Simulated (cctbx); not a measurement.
# Occupancies in Lu2Ga9Ni3

Cell a = 12.7730 Å, b = 7.4400 Å, c = 9.1990 Å, α = 90.00°, β = 90.00°, γ = 90.00°; space group Cmcm (no. 63); nominal formula Lu2Ga9Ni3.

The data are simulated with cctbx, not measured: Mo Kα, λ = 0.71073 Å, to d = 0.75 Å, 50 % of the full sphere, strongest reflection 5000 counts, noise from counting, a 1.5 % proportional error and a noise floor of 4 counts (s.d.); no absorption, and some extinction, which the refinements don't model.

With every site full:

```text
Rint 0.051, 587 unique reflections to 0.75 A
cycle     R1     wR2    GooF  max shift (A)
   1  0.1211  0.2362   4.345   0.00325
   2  0.0460  0.1073   1.973   0.00006
final R1 0.0460 wR2 0.1073 GooF 1.973  parameters 40  data/parameter 14.7
atom        x        y        z      Ueq    occ   su(xyz)  su(Uiso or U11)
Lu1    0.83165  0.16234  0.25000   0.0157  1.000  0.00018  0.0006
Ga1    0.60893  0.05490  0.25000   0.0151  1.000  0.00048  0.0015
Ga2    0.50000  0.36743  0.25000   0.0102  1.000  0.00056  0.0020
Ga3    0.50000  0.83990  0.43975   0.0139  1.000  0.00048  0.0015
Ga4    0.83505  0.15884  0.57474   0.0098  1.000  0.00029  0.0009
Ni2    0.67754  0.00000  0.50000  -0.0010  1.000  0.00021  0.0012  NPD
Ni3    0.00000  0.00000  0.50000   0.0068  1.000  0.00000  0.0020
difference map: max 6.49 min -4.72 rms 0.91
Q1    0.1556  0.5000  0.0000    8    6.52  0.28 A from Ni2
Q2    0.0000  0.2751  0.1025    8    3.35  0.62 A from Ga3
Q3    0.0000  0.2255  0.2500    4    3.15  1.94 A from Ga3
Q4    0.0356  0.2530  0.6709   16    2.53  1.24 A from Ga2
Q5    0.0607  0.9902  0.2500    8    2.47  1.20 A from Ga2
Q6    0.1109  0.3383  0.2500    8    2.37  1.50 A from Lu1
```

With the occupancies of the suspect sites free, each still typed as its main element:

```text
Rint 0.051, 587 unique reflections to 0.75 A
cycle     R1     wR2    GooF  max shift (A)
   1  0.0973  0.1973   3.636   0.00109
  11  0.0277  0.0520   0.959   0.00002
final R1 0.0277 wR2 0.0520 GooF 0.958  parameters 42  data/parameter 14.0
atom        x        y        z      Ueq    occ   su(xyz)  su(Uiso or U11)
Lu1    0.83165  0.16233  0.25000   0.0124  0.905  0.00009  0.0003
Ga1    0.60893  0.05513  0.25000   0.0162  1.000  0.00023  0.0008
Ga2    0.50000  0.36729  0.25000   0.0115  1.000  0.00027  0.0010
Ga3    0.50000  0.84013  0.43976   0.0151  1.000  0.00024  0.0007
Ga4    0.83510  0.15879  0.57492   0.0112  1.000  0.00014  0.0004
Ni2    0.67743  0.00000  0.50000   0.0105  1.248  0.00010  0.0007
Ni3    0.00000  0.00000  0.50000   0.0078  1.000  0.00000  0.0010
su of occupancy Lu1: 0.005
su of occupancy Ni2: 0.010
difference map: max 3.67 min -2.80 rms 0.60
Q1    0.0000  0.2258  0.2500    4    3.85  1.94 A from Ga3
Q2    0.0000  0.2623  0.1069    8    2.81  0.72 A from Ga3
Q3    0.0946  0.1210  0.0902   16    2.52  1.72 A from Ni3
Q4    0.1536  0.0677  0.2500    8    2.45  0.73 A from Lu1
Q5    0.1112  0.3373  0.2500    8    2.30  1.49 A from Lu1
Q6    0.1007  0.2344  0.7500    8    2.29  1.49 A from Ga2
```

**Question.** What is the disorder?

X-rays count electrons. Lu1 refines to 0.905(0.005), or 64.3 electrons; the site truly holds 0.85 Lu and 0.15 Ni, 64.5 electrons, which is 0.909 of Lu; Ni2 refines to 1.248(0.010), or 34.9 electrons; the site truly holds 0.85 Ni and 0.15 Lu, 34.5 electrons, which is 1.230 of Ni. A value under 1 can't tell vacancies from a lighter guest, and one over 1 needs a heavier guest; chemistry or a second radiation must settle which. Occupancy correlates with U and the scale, and the two elements' form factors differ in shape, so the match is approximate.

Freeing them takes R1 from 0.0460 to 0.0277 and GooF from 1.97 to 0.96.

The model is made up (kin elements in a known structure type, no relaxation), so it says nothing on whether the phase exists.

[Middle refinement cycles are left out of these outputs.]

[Logs are printed without paths, hosts, clocks, repeated set-up lines and the standing remarks that a program may print on its own settings, such as how far it seeks lower states.]
